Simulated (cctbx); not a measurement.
## What is wrong with this refinement?

Cell a = 12.0990 Å, b = 8.4310 Å, c = 10.3550 Å, α = 90.00°, β = 118.77°, γ = 90.00°; space group C2/c (no. 15). The compound is LiSnN4O12.

The data are simulated with cctbx, not measured: Cu Kα, λ = 1.54184 Å, to d = 0.83 Å, 50 % of the full sphere, strongest reflection 5000 counts, noise from counting, a 1.5 % proportional error and a noise floor of 2 counts (s.d.); no absorption.

An anisotropic refinement with weights 1/σ² prints:

```text
Rint 0.029, 775 unique reflections to 0.83 A
cycle     R1     wR2    GooF  max shift (A)
   1  0.0355  0.0776   1.798   0.00670
   2  0.0353  0.0756   1.750   0.00003
final R1 0.0353 wR2 0.0756 GooF 1.750  parameters 78  data/parameter 9.9
atom        x        y        z      Ueq    occ   su(xyz)  su(Uiso or U11)
Sn1    0.75000  0.75000  0.00000   0.0070  1.000  0.00000  0.0003
O1     0.77560  0.43433  0.66140   0.0145  1.000  0.00055  0.0025
O2     0.45428  0.25434  0.06931   0.0107  1.000  0.00055  0.0020
O3     0.92578  0.60445  0.85067   0.0137  1.000  0.00054  0.0024
O4     0.03494  0.87023  0.90617   0.0104  1.000  0.00051  0.0023
O5     0.71388  0.41988  0.32808   0.0138  1.000  0.00052  0.0025
O6     0.63678  0.14213  0.07061   0.0146  1.000  0.00055  0.0023
N1     0.81489  0.49381  0.80938   0.0154  1.000  0.00067  0.0031
N2     0.00674  0.73582  0.97630   0.0133  1.000  0.00071  0.0025
difference map: max 5.17 min -0.70 rms 0.21
Q1    0.0000  0.0026  0.2500    4    5.40  1.81 A from O4
Q2    0.9943  0.0400  0.1254    8    0.74  0.83 A from O4
Q3    0.2142  0.0419  0.2023    8    0.63  1.04 A from O1
Q4    0.2402  0.2975  0.0233    8    0.55  0.51 A from Sn1
Q5    0.0374  0.0923  0.6955    8    0.54  1.77 A from O2
Q6    0.1256  0.0461  0.8026    8    0.52  1.01 A from O5
```

**Question.** Can this result stand? If not, what is the likely fault?

Mend it. The fault: an atom left out, Li at (1/2, 0.5014, 1/4). Against the right model at the same level, R1 goes from 0.0185 to 0.0353 and GooF from 0.98 to 1.75 and the top difference peak, 5.4 e/Å³, lies 1.81 Å from O4. Q1 is the missing atom. With scattering power missing, scale and phases suffer, so peaks may also grow on the heavy atoms.

The compound is LiSnN4O12. The right model at the same level gives:

```text
Rint 0.029, 775 unique reflections to 0.83 A
cycle     R1     wR2    GooF  max shift (A)
   1  0.0192  0.0436   1.012   0.00195
   2  0.0185  0.0421   0.977   0.00001
final R1 0.0185 wR2 0.0421 GooF 0.977  parameters 83  data/parameter 9.3
atom        x        y        z      Ueq    occ   su(xyz)  su(Uiso or U11)
Sn1    0.75000  0.75000  0.00000   0.0073  1.000  0.00000  0.0002
O1     0.77574  0.43472  0.66149   0.0151  1.000  0.00031  0.0014
O2     0.45394  0.25381  0.06931   0.0107  1.000  0.00031  0.0011
O3     0.92616  0.60456  0.85066   0.0141  1.000  0.00030  0.0014
O4     0.03477  0.87028  0.90572   0.0104  1.000  0.00029  0.0013
O5     0.71397  0.41958  0.32828   0.0140  1.000  0.00029  0.0014
O6     0.63693  0.14215  0.07067   0.0144  1.000  0.00031  0.0013
N1     0.81463  0.49392  0.80986   0.0134  1.000  0.00036  0.0017
N2     0.00676  0.73500  0.97636   0.0128  1.000  0.00039  0.0014
Li1    0.50000  0.50183  0.25000   0.0170  1.000  0.00107  0.0046
difference map: max 0.55 min -0.50 rms 0.13
Q1    0.1529  0.4112  0.0652    8    0.57  1.41 A from N1
Q2    0.0032  0.0389  0.1340    8    0.52  0.89 A from O4
Q3    0.1430  0.4365  0.5059    8    0.50  0.97 A from O6
Q4    0.1252  0.2898  0.8478    8    0.50  1.61 A from O2
Q5    0.0256  0.4092  0.2021    8    0.50  0.98 A from O3
Q6    0.1665  0.2039  0.4592    8    0.49  1.55 A from O4
```

The model was made for the exercise: a known structure type with other elements put in, its volume estimated, not relaxed; displacement parameters are assumed.

[Middle refinement cycles are left out of these outputs.]

[Logs are printed without paths, hosts, clocks, repeated set-up lines and the standing remarks that a program may print on its own settings, such as how far it seeks lower states.]
